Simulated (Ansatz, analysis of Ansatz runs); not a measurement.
# Cu on a Zn site in ZnO: charge-transition level against experiment

Aim: the charge-transition level of the Cu on a Zn site in ZnO, to be set beside the measurement. Set-up: PBE, 72-site cell, PBE lattice, 420 eV, k: the single point 1/4 1/4 1/4 then 2x2x2 shifted 0.5 0.5 0.5, relaxed to 0.1 eV/A. The model is a cell of 72 host atoms with 1 Zn taken out and 1 Cu put in. The level is the Fermi energy at which two charge states have equal formation energy, after a correction for the images of the charge.

**The experiment.** (0/-1) level above the valence-band top: 3.2 eV (“Acceptors in ZnO”, 2015, McCluskey et al.).

Calculated with Ansatz 0.2.0; plane-wave PAW DFT, PBE; relaxation of all atoms of a defect supercell.

### 1. The starting structure

The cell holds 72 atoms: 35 Zn, 36 O and 1 Cu. Cell: a = 9.839 Å, b = 9.839 Å, c = 10.587 Å, α = 90.0°, β = 90.0°, γ = 120.0°. It derives from ZnO (space group P6_3mc). Nearest the centre at fractional (0.556, 0.444, 0.500): Cu38 at 0.00 Å, O60 at 2.00 Å, O28 at 2.00 Å, O36 at 2.00 Å, O39 at 2.01 Å, Zn57 at 3.25 Å, Zn25 at 3.25 Å, Zn61 at 3.25 Å.

The host's primitive cell comes from a first run (plane-wave PAW DFT, PBE; relaxation of the host's cell and atoms): vectors of 3.280, 3.280 and 5.293 Å. That is 12.33 Å³ an atom, 3.6 % over the diffraction cell's volume. The supercell is built on it.

### 2. Relaxation, charge 0

Every later number rests on the structure around the defect, so the atoms are relaxed at the host's lattice first.

relax0/input.yaml reads:

```yaml
relax:
  f_tol: 0.1
  max_steps: 80
  random_displacement: { amplitude: 0.05, seed: 666 }
crystal:
  lattice:
    - [9.83855992, 0.0, 0.0]
    - [-4.91927996, 8.52044282, 0.0]
    - [0.0, 0.0, 10.58650211]
  atoms:
    - { symbol: Zn, position: [0.111111111, 0.222222222, 0.249983552] }
    - { symbol: Zn, position: [0.222222222, 0.111111111, -1.6448e-05] }
    - { symbol: O, position: [0.222222222, 0.111111111, 0.189521448] }
    - { symbol: O, position: [0.111111111, 0.222222222, 0.439521448] }
    - { symbol: Zn, position: [0.111111111, 0.222222222, 0.749983552] }
    - { symbol: Zn, position: [0.222222222, 0.111111111, 0.499983552] }
    - { symbol: O, position: [0.222222222, 0.111111111, 0.689521448] }
    - { symbol: O, position: [0.111111111, 0.222222222, 0.939521448] }
    - { symbol: Zn, position: [0.111111111, 0.555555556, 0.249983552] }
    - { symbol: Zn, position: [0.222222222, 0.444444444, -1.6448e-05] }
    - { symbol: O, position: [0.222222222, 0.444444444, 0.189521448] }
    - { symbol: O, position: [0.111111111, 0.555555556, 0.439521448] }
    - { symbol: Zn, position: [0.111111111, 0.555555556, 0.749983552] }
    - { symbol: Zn, position: [0.222222222, 0.444444444, 0.499983552] }
    - { symbol: O, position: [0.222222222, 0.444444444, 0.689521448] }
    - { symbol: O, position: [0.111111111, 0.555555556, 0.939521448] }
    - { symbol: Zn, position: [0.111111111, 0.888888889, 0.249983552] }
    - { symbol: Zn, position: [0.222222222, 0.777777778, -1.6448e-05] }
    - { symbol: O, position: [0.222222222, 0.777777778, 0.189521448] }
    - { symbol: O, position: [0.111111111, 0.888888889, 0.439521448] }
    - { symbol: Zn, position: [0.111111111, 0.888888889, 0.749983552] }
    - { symbol: Zn, position: [0.222222222, 0.777777778, 0.499983552] }
    - { symbol: O, position: [0.222222222, 0.777777778, 0.689521448] }
    - { symbol: O, position: [0.111111111, 0.888888889, 0.939521448] }
    - { symbol: Zn, position: [0.444444444, 0.222222222, 0.249983552] }
    - { symbol: Zn, position: [0.555555556, 0.111111111, -1.6448e-05] }
    - { symbol: O, position: [0.555555556, 0.111111111, 0.189521448] }
    - { symbol: O, position: [0.444444444, 0.222222222, 0.439521448] }
    - { symbol: Zn, position: [0.444444444, 0.222222222, 0.749983552] }
    - { symbol: Zn, position: [0.555555556, 0.111111111, 0.499983552] }
    - { symbol: O, position: [0.555555556, 0.111111111, 0.689521448] }
    - { symbol: O, position: [0.444444444, 0.222222222, 0.939521448] }
    - { symbol: Zn, position: [0.444444444, 0.555555556, 0.249983552] }
    - { symbol: Zn, position: [0.555555556, 0.444444444, -1.6448e-05] }
    - { symbol: O, position: [0.555555556, 0.444444444, 0.189521448] }
    - { symbol: O, position: [0.444444444, 0.555555556, 0.439521448] }
    - { symbol: Zn, position: [0.444444444, 0.555555556, 0.749983552] }
    - { symbol: Cu, position: [0.555555556, 0.444444444, 0.499983552], spin: 1.0 }
    - { symbol: O, position: [0.555555556, 0.444444444, 0.689521448] }
    - { symbol: O, position: [0.444444444, 0.555555556, 0.939521448] }
    - { symbol: Zn, position: [0.444444444, 0.888888889, 0.249983552] }
    - { symbol: Zn, position: [0.555555556, 0.777777778, -1.6448e-05] }
    - { symbol: O, position: [0.555555556, 0.777777778, 0.189521448] }
    - { symbol: O, position: [0.444444444, 0.888888889, 0.439521448] }
    - { symbol: Zn, position: [0.444444444, 0.888888889, 0.749983552] }
    - { symbol: Zn, position: [0.555555556, 0.777777778, 0.499983552] }
    - { symbol: O, position: [0.555555556, 0.777777778, 0.689521448] }
    - { symbol: O, position: [0.444444444, 0.888888889, 0.939521448] }
    - { symbol: Zn, position: [0.777777778, 0.222222222, 0.249983552] }
    - { symbol: Zn, position: [0.888888889, 0.111111111, -1.6448e-05] }
    - { symbol: O, position: [0.888888889, 0.111111111, 0.189521448] }
    - { symbol: O, position: [0.777777778, 0.222222222, 0.439521448] }
    - { symbol: Zn, position: [0.777777778, 0.222222222, 0.749983552] }
    - { symbol: Zn, position: [0.888888889, 0.111111111, 0.499983552] }
    - { symbol: O, position: [0.888888889, 0.111111111, 0.689521448] }
    - { symbol: O, position: [0.777777778, 0.222222222, 0.939521448] }
    - { symbol: Zn, position: [0.777777778, 0.555555556, 0.249983552] }
    - { symbol: Zn, position: [0.888888889, 0.444444444, -1.6448e-05] }
    - { symbol: O, position: [0.888888889, 0.444444444, 0.189521448] }
    - { symbol: O, position: [0.777777778, 0.555555556, 0.439521448] }
    - { symbol: Zn, position: [0.777777778, 0.555555556, 0.749983552] }
    - { symbol: Zn, position: [0.888888889, 0.444444444, 0.499983552] }
    - { symbol: O, position: [0.888888889, 0.444444444, 0.689521448] }
    - { symbol: O, position: [0.777777778, 0.555555556, 0.939521448] }
    - { symbol: Zn, position: [0.777777778, 0.888888889, 0.249983552] }
    - { symbol: Zn, position: [0.888888889, 0.777777778, -1.6448e-05] }
    - { symbol: O, position: [0.888888889, 0.777777778, 0.189521448] }
    - { symbol: O, position: [0.777777778, 0.888888889, 0.439521448] }
    - { symbol: Zn, position: [0.777777778, 0.888888889, 0.749983552] }
    - { symbol: Zn, position: [0.888888889, 0.777777778, 0.499983552] }
    - { symbol: O, position: [0.888888889, 0.777777778, 0.689521448] }
    - { symbol: O, position: [0.777777778, 0.888888889, 0.939521448] }
  host:
    repeats: [3, 3, 2]
    atoms:
      - { symbol: Zn, position: [0.333333333, 0.666666667, 0.499967103] }
      - { symbol: Zn, position: [0.666666667, 0.333333333, -3.2897e-05] }
      - { symbol: O, position: [0.666666667, 0.333333333, 0.379042897] }
      - { symbol: O, position: [0.333333333, 0.666666667, 0.879042897] }
basis:
  ecutwfc: 420
  xc_grid: 2
hamiltonian:
  xc: pbe
kpoints:
  mp_grid: { grid: [1, 1, 1], shift: [0.25, 0.25, 0.25] }
magnetization:
  spin_polarized: true
  initial_magnetization: 1
  spin_locking: { lock_magnetization: hard }
scf:
  occupations: { method: fermi_dirac, width: 0.01 }
  max_iter: 120
output:
  forces: true
  charged_corrections:
    epsilon: [5.21, 5.21, 5.27]
    static_epsilon: [10.56, 10.56, 11.59]
    defect_position: [0.555556, 0.444444, 0.499984]
checkpoint:
  write: "../relax0.run"
  compress: false
  write_wavefunctions: true
  write_every: 100000
```

Command:

```bash
> ansatz run input.yaml --threads 2 --pin off --max-ram 4710MiB --backend cpu --events-out ev --progress --plain --runs-dir out
```

Numbers of over 12 decimals in the logs are rounded to 6 here.

What it wrote:

```text
[... repeated set-up lines and file paths are left out, and long positions are rounded to six places ...]
Engine: ansatz 0.2.0, aarch64-unknown-linux-gnu
Pseudopotentials: kind: paw
Pseudopotential: Zn, paw, valence charge 12, recommended cutoff 420 eV (normal), Zn.paw.azcp
Pseudopotential: O, paw, valence charge 6, recommended cutoff 420 eV (normal), O.paw.azcp
Pseudopotential: Cu, paw, valence charge 19, recommended cutoff 420 eV (normal), Cu.paw.azcp
Functional definition: PBE
  parameter kappa = 0.804
  parameter beta = 0.066725
  exchange = pbe_x(kappa = kappa, mu = beta*pi^2/3)
  correlation = pbe_c(beta = beta)
Crystal: 72 atoms, lattice volume = 887.455 Å³
Basis set: ecut = 420 eV, 17351 PW (Γ), exchange–correlation on 144×144×144 points (8 copies of the dense FFT grid, shifted against one another)
Bands: 400, of which v1, the nominal top of the filled ones, is band 328 counted from 1 (327 counted from 0)
Symmetry: 1 space group operations
k-points: 1
Non-local potential: Zn, projectors of the file, l = 0: 2, l = 1: 2, l = 2: 3, l = 3: 1
Non-local potential: O, projectors of the file, l = 0: 2, l = 1: 2, l = 2: 1
Non-local potential: Cu, projectors of the file, l = 0: 3, l = 1: 2, l = 2: 3, l = 3: 1
PAW form: soft (Blöchl's): semilocal exchange-correlation on the pseudo side does not see the compensation charge
PAW one-centre angular grid: Zn, 590 points (default); XC on 64 Gauss nodes
PAW one-centre angular grid: O, 110 points (default); XC on 64 Gauss nodes
PAW one-centre angular grid: Cu, 590 points (default); XC on 64 Gauss nodes
Initial density: superposition of atomic densities (chi_scale 0.1, normalization cell, long waves kept (reshape's long-wave potential 0.08 eV rms))
Starting moments: Σ|m| = 1 μB on 1 of 72 sites
Initial wavefunctions: pseudopotential atomic-orbital guess
Functional: x = pbe(κ = 0.804, μ = 0.219515), c = pbe(β = 0.066725)
SCF iter   1: F=—  HF=-143245.518025 eV  |F-HF|=—  |Δ(HF+E_count)|=         —  Δρ=4.99e-2 (↑4.96e-2 ↓4.99e-2)  dr2=4.63e1  dr2_m=2.85e-1  M=1.000 μB ∫|m|=1.008 μB  β_m=0.30  ethr=3.10e-3  ⟨swp⟩=6.0  Hψ=2878  notcnv=0
preconditioner: auto → Resta (q_TF=auto, 2.594 Å⁻¹)  ε∞=6.5  [insulator: Δε(μ)=0.042 eV  Ē_g=13.547 eV  σ=0.010 eV  W_gap=0.78  n_scr=242 (ndim 8)  ℏωp=31.7 eV  f_vac=0.002  D(μ)=22.12/eV (n_scr^D=144)  ε∞_Penn≈6.5]
spin=Collinear: Resta preconditioning applied to the charge; magnetization (m = ρ↑ − ρ↓) channel mixes plain (no charge-response kernel on spin).
SCF iter   2: F=—  HF=-143234.147356 eV  |F-HF|=—  |Δ(HF+E_count)|=    1.14e1  Δρ=2.67e-2 (↑2.67e-2 ↓2.64e-2)  dr2=1.48e1  dr2_m=9.59e-2  M=1.000 μB ∫|m|=1.011 μB  β_m=0.43  ethr=3.10e-3  ⟨swp⟩=2.0  Hψ=1508  notcnv=0  defer=132
SCF iter   3: F=—  HF=-143230.055857 eV  |F-HF|=—  |Δ(HF+E_count)|=    4.09e0  Δρ=1.17e-2 (↑1.04e-2 ↓1.17e-2)  dr2=3.02e0  dr2_m=9.00e-2  M=1.000 μB ∫|m|=1.037 μB  β_m=0.53  ethr=2.26e-3  ⟨swp⟩=2.0  Hψ=924  notcnv=0  defer=132
SCF iter   4: F=—  HF=-143229.375916 eV  |F-HF|=—  |Δ(HF+E_count)|=   6.80e-1  Δρ=1.15e-2 (↑3.66e-3 ↓1.15e-2)  dr2=9.72e-1  dr2_m=2.22e-1  M=1.000 μB ∫|m|=1.073 μB  β_m=0.44  ethr=4.62e-4  ⟨swp⟩=2.0  Hψ=1460  notcnv=0  defer=132
SCF iter   5: F=—  HF=-143229.359010 eV  |F-HF|=—  |Δ(HF+E_count)|=   1.69e-2  Δρ=3.94e-3 (↑2.74e-3 ↓3.94e-3)  dr2=2.44e-1  dr2_m=1.65e-2  M=1.000 μB ∫|m|=1.056 μB  β_m=0.69  ethr=1.48e-4  ⟨swp⟩=2.0  Hψ=1462  notcnv=0  defer=132
SCF iter   6: F=—  HF=-143229.538254 eV  |F-HF|=—  |Δ(HF+E_count)|=   1.79e-1  Δρ=6.24e-3 (↑1.27e-3 ↓6.24e-3)  dr2=1.77e-1  dr2_m=7.47e-2  M=1.000 μB ∫|m|=1.070 μB  β_m=0.51  ethr=3.73e-5  ⟨swp⟩=2.5  Hψ=1462  notcnv=0  defer=132
SCF iter   7: F=—  HF=-143229.536370 eV  |F-HF|=—  |Δ(HF+E_count)|=   1.88e-3  Δρ=7.24e-4 (↑5.86e-4 ↓7.24e-4)  dr2=1.66e-2  dr2_m=3.76e-4  M=1.000 μB ∫|m|=1.062 μB  β_m=0.56  ethr=2.70e-5  ⟨swp⟩=2.0  Hψ=1301  notcnv=0  defer=132
SCF iter   8: F=—  HF=-143229.546997 eV  |F-HF|=—  |Δ(HF+E_count)|=   1.06e-2  Δρ=1.02e-3 (↑3.26e-4 ↓1.02e-3)  dr2=8.10e-3  dr2_m=1.83e-3  M=1.000 μB ∫|m|=1.064 μB  β_m=0.78  ethr=2.54e-6  ⟨swp⟩=2.0  Hψ=1076  notcnv=0  defer=132
SCF iter   9: F=—  HF=-143229.556212 eV  |F-HF|=—  |Δ(HF+E_count)|=   9.21e-3  Δρ=1.17e-3 (↑3.38e-4 ↓1.17e-3)  dr2=1.27e-2  dr2_m=1.76e-3  M=1.000 μB ∫|m|=1.067 μB  β_m=0.59  ethr=1.24e-6  ⟨swp⟩=2.0  Hψ=1336  notcnv=0  defer=132
SCF iter  10: F=—  HF=-143229.554323 eV  |F-HF|=—  |Δ(HF+E_count)|=   1.89e-3  Δρ=2.46e-4 (↑1.59e-4 ↓2.46e-4)  dr2=1.49e-3  dr2_m=5.32e-5  M=1.000 μB ∫|m|=1.065 μB  β_m=0.63  ethr=1.24e-6  ⟨swp⟩=2.0  Hψ=1454  notcnv=0  defer=132
SCF iter  11: F=—  HF=-143229.555353 eV  |F-HF|=—  |Δ(HF+E_count)|=   1.03e-3  Δρ=2.44e-4 (↑7.22e-5 ↓2.44e-4)  dr2=7.77e-4  dr2_m=8.61e-5  M=1.000 μB ∫|m|=1.065 μB  β_m=0.73  ethr=2.27e-7  ⟨swp⟩=2.0  Hψ=1336  notcnv=0  defer=132
SCF iter  12: F=—  HF=-143229.555426 eV  |F-HF|=—  |Δ(HF+E_count)|=   7.34e-5  Δρ=1.10e-4 (↑4.05e-5 ↓1.10e-4)  dr2=2.55e-4  dr2_m=1.68e-5  M=1.000 μB ∫|m|=1.064 μB  β_m=0.71  ethr=1.19e-7  ⟨swp⟩=2.5  Hψ=1216  notcnv=0  defer=132
SCF iter  13: F=—  HF=-143229.555431 eV  |F-HF|=—  |Δ(HF+E_count)|=   4.75e-6  Δρ=6.77e-5 (↑2.56e-5 ↓6.77e-5)  dr2=1.24e-4  dr2_m=6.87e-6  M=1.000 μB ∫|m|=1.064 μB  β_m=0.73  ethr=3.89e-8  ⟨swp⟩=2.0  Hψ=1322  notcnv=0  defer=132
SCF iter  14: F=—  HF=-143229.555426 eV  |F-HF|=—  |Δ(HF+E_count)|=   4.77e-6  Δρ=6.36e-5 (↑2.27e-5 ↓6.36e-5)  dr2=9.18e-5  dr2_m=5.36e-6  M=1.000 μB ∫|m|=1.064 μB  β_m=0.68  ethr=1.53e-8  ⟨swp⟩=1.0  Hψ=2137  notcnv=0
SCF iter  15: F=—  HF=-143229.555418 eV  |F-HF|=—  |Δ(HF+E_count)|=   7.91e-6  Δρ=9.46e-5 (↑1.40e-5 ↓9.46e-5)  dr2=6.15e-5  dr2_m=1.72e-5  M=1.000 μB ∫|m|=1.064 μB  β_m=0.48  ethr=1.40e-8  ⟨swp⟩=3.5  Hψ=2120  notcnv=0
SCF iter  16: F=-143229.555394 eV  HF=-143229.555411 eV  |F-HF|=1.72e-5  |Δ(HF+E_count)|=   6.77e-6  Δρ=2.61e-5 (↑8.32e-6 ↓2.61e-5)  dr2=2.32e-5  dr2_m=1.20e-6  M=1.000 μB ∫|m|=1.064 μB  ethr=9.39e-9  ⟨swp⟩=3.0  Hψ=2119  notcnv=0
SCF 1 converged in 16 iterations: F = -143229.555394 eV  dr2 = 2.32e-5
  greatest PAW one-centre occupation: 1.000 electrons in one spin orbital (limit 2), on the Cu atom at site 37 (counted from 0), in its partial waves of l = 0
relax step   1: F+E_penalty+E_count = -143229.55539422 eV  Δ(F+E_penalty+E_count) = +0.000e0 eV  max|allowed force component| = 8.577e-1 eV/Å  Δτ_max = 0.0000 Å  (16 SCF iters, dr2 threshold 1.00e-4 eV, accepted)
[...]
relax step   2: F+E_penalty+E_count = -143230.13639168 eV  Δ(F+E_penalty+E_count) = -5.810e-1 eV  max|allowed force component| = 5.568e-1 eV/Å  Δτ_max = 0.0320 Å  (12 SCF iters, dr2 threshold 4.60e-5 eV, accepted)
relax step   3: F+E_penalty+E_count = -143230.42029738 eV  Δ(F+E_penalty+E_count) = -2.839e-1 eV  max|allowed force component| = 5.937e-1 eV/Å  Δτ_max = 0.2000 Å  (10 SCF iters, dr2 threshold 1.94e-5 eV, accepted)
relax step   4: F+E_penalty+E_count = -143230.57011582 eV  Δ(F+E_penalty+E_count) = -1.498e-1 eV  max|allowed force component| = 2.082e-1 eV/Å  Δτ_max = 0.1734 Å  (11 SCF iters, dr2 threshold 1.00e-4 eV, accepted)
relax step   5: F+E_penalty+E_count = -143230.57683518 eV  Δ(F+E_penalty+E_count) = -6.719e-3 eV  max|allowed force component| = 1.590e-1 eV/Å  Δτ_max = 0.0183 Å  (13 SCF iters, accepted)
[...]
relax step   6: F+E_penalty+E_count = -143230.58005144 eV  Δ(F+E_penalty+E_count) = -3.216e-3 eV  max|allowed force component| = 3.502e-2 eV/Å  Δτ_max = 0.0302 Å  (11 SCF iters, accepted)
NSCF: frozen V_eff on 1 k-points
the band table was solved once a step of the walk had ended and its energy, with any forces and stress, was formed, with the checks that follow a solve (2712 applications of the Hamiltonian). They found nothing against the state; [...]
SCF converged after 11 iterations
Stability checked in part: among states of this total moment the steps that led to this state did not find it unstable. No probe was made; neither looks for a lower state of another moment (fixed_total_moment; see scf.lower_state_search)
Magnetization: 1.0000 μB (328.0000 up, 327.0000 down)
Absolute magnetization: 1.0783 μB (∫|ρ↑−ρ↓|, with the PAW one-centre terms)
Spin contamination: 0.0015 ħ² per cell (⟨S²⟩ above its minimum at these occupations)
Per-site moments (μB) at R_I (Å): [(8.460856856500336e-5, 0.823589), (7.822368057799703e-5, 0.823225), (2.699577143229433e-5, 0.823589), [... 69 left out ...]
Free energy (F): -143230.580051 eV
Harris-Foulkes:  -143230.580051 eV  (|F-HF|=2.53e-9)
Internal energy: -143230.578657 eV  (E = F + TS)
E sigma→0 (E₀):  -143230.579354 eV
Entropy (-TS):   -0.001394 eV (-0.019 meV/atom)
Fermi energy:    7.223378 (↑ 7.907167, ↓ 7.223378) eV
--- Per-component energies (eV) ---
  E_band       = 379.017184
  E_kinetic    = 11142.244145
  E_local      = -76743.547295  (includes V_loc(G=0)·N_el)
  E_nonlocal   = 23804.502758
  E_hartree    = 31659.607132
  E_xc         = -7498.670600
  E_vxc        = -5263.254143  (∫ρ·V_xc dr)
  E_paw        = -71479.269558  (= ΣΔE_a)
  E_vpaw       = -15880.218174  (= ΣTr[D̂ρ^β])
  E_aug_tail   = 0.075486  (compensation charges beyond the density's cutoff)
  E_ewald      = -54115.520725
  E_smearing   = -0.001394  (= −TS)
  E_closure    = 0.000000  (closes the sum)
  Σ components = -143230.580051   (vs F -143230.580051, Δ=0.00e0)
--- Forces (eV/Å), atoms counted from 1 ---
  atom   1  Zn     0.00109253    -0.00213126    -0.00072381
  atom   2  Zn     0.00400411     0.00056988     0.00203074
  [... 22 atoms left out ...]
  atom  25  Zn    -0.00262604    -0.00174647    -0.01647952
  [... 2 atoms left out ...]
  atom  28  O      0.00796517     0.01344858     0.00744214
  atom  29  Zn    -0.00499176     0.00694915     0.00300527
  [... 3 atoms left out ...]
  atom  33  Zn    -0.00246911     0.00296175    -0.00636903
  [... 2 atoms left out ...]
  atom  36  O     -0.03501593     0.02078582    -0.00656918
  [... 1 atom left out ...]
  atom  38  Cu     0.03174194    -0.02806774     0.01578474
  atom  39  O     -0.01163386     0.00283775     0.00457364
  [... 17 atoms left out ...]
  atom  57  Zn    -0.00164445     0.00323906    -0.00417400
  [... 2 atoms left out ...]
  atom  60  O      0.00909251    -0.00625552    -0.00795303
  atom  61  Zn    -0.00346858    -0.00172571    -0.00131393
  [... 11 atoms left out ...]
  max |Σ_I F_I| component: 3.71e-5 eV/Å
--- Band table (eV) ---
  k-point 0 ↑: bands = ["-104.9199", "-63.0689", "-62.0708", "-61.7135", [... 392 left out ...] "16.7394", "16.7658", "16.7811", "16.8231"]
  k-point 0 ↓: bands = ["-104.1746", "-61.9066", "-61.4746", "-61.3049", [... 392 left out ...] "16.7446", "16.7681", "16.7838", "16.8278"]
--- Relaxed structure (6 steps of the walk, 6 accepted, 0 SCFs on fresh bases) ---
  F+E_penalty+E_count = -143230.58005144 eV   max|allowed force component| = 3.502e-2 eV/Å
  atoms:
    - { symbol: Zn, position: [0.110621, 0.221508, 0.249727] }
    - { symbol: Zn, position: [0.222272, 0.110402, -0.000502] }
    [... 22 atoms left out ...]
    - { symbol: Zn, position: [0.443978, 0.221748, 0.249608] }
    [... 2 atoms left out ...]
    - { symbol: O, position: [0.441111, 0.219516, 0.438035] }
    - { symbol: Zn, position: [0.443902, 0.222756, 0.749122] }
    [... 3 atoms left out ...]
    - { symbol: Zn, position: [0.445524, 0.553918, 0.248235] }
    [... 2 atoms left out ...]
    - { symbol: O, position: [0.446716, 0.552458, 0.439199] }
    [... 1 atom left out ...]
    - { symbol: Cu, position: [0.554210, 0.445008, 0.497498] }
    - { symbol: O, position: [0.555579, 0.444361, 0.692012] }
    [... 17 atoms left out ...]
    - { symbol: Zn, position: [0.777748, 0.555522, 0.249784] }
    [... 2 atoms left out ...]
    - { symbol: O, position: [0.779897, 0.558346, 0.438339] }
    - { symbol: Zn, position: [0.777072, 0.555910, 0.749274] }
    [... 11 atoms left out ...]
```

Run time: 15 min. Hardware: 2 threads of Arm Neoverse V1, shared host; peak memory 4 GiB; 29 min of CPU time.

Relaxation path:

```csv
step,energy less that of the first step (eV),largest force component (eV/Å)
1,0.0000,0.8577
2,-0.5810,0.5568
3,-0.8649,0.5937
4,-1.0147,0.2082
5,-1.0214,0.1590
6,-1.0247,0.0350
```

The atoms that moved most (Å, from the sites as typed, ahead of the random displacement, the mean shift of all atoms taken out):

```csv
atom,dx,dy,dz,length
O36,0.036,-0.023,-0.002,0.043
O28,-0.021,-0.020,-0.014,0.032
Cu38,-0.018,0.008,-0.024,0.031
O60,0.006,0.027,-0.011,0.030
O39,-0.001,0.003,0.028,0.028
Zn33,0.017,-0.011,-0.017,0.026
Zn46,0.019,-0.007,0.005,0.021
Zn34,0.008,-0.005,-0.016,0.019
```

Neighbours of Cu38 at the end:

```csv
atom,distance (Å)
O36,1.933
O28,2.022
O60,2.022
O39,2.059
Zn33,3.225
Zn57,3.241
Zn25,3.241
Zn46,3.249
Zn14,3.251
Zn37,3.266
Zn29,3.268
Zn61,3.273
O35,3.277
Zn6,3.283
Zn30,3.285
Zn70,3.287
```

This step gave:

```yaml
free_energy: -143230.5801 eV
smearing_term_ts: 0.001394 eV
total_moment: 1 μB
integral_of_the_absolute_spin_density: 1.078 μB
spin_contamination: 0.001510
```

(Continued in part 2 of 2.)

[Logs are printed without paths, hosts, clocks, repeated set-up lines and the standing remarks that a program may print on its own settings, such as how far it seeks lower states.]

[Hosts, paths, dates, database ids (printed as entryN), source tags and the programs' standing remarks are cut or masked in the printed files.]

[For some hosts the program warned that the k-mesh of the response run may be too coarse for force constants and the static dielectric constant; such warnings are not shown here.]
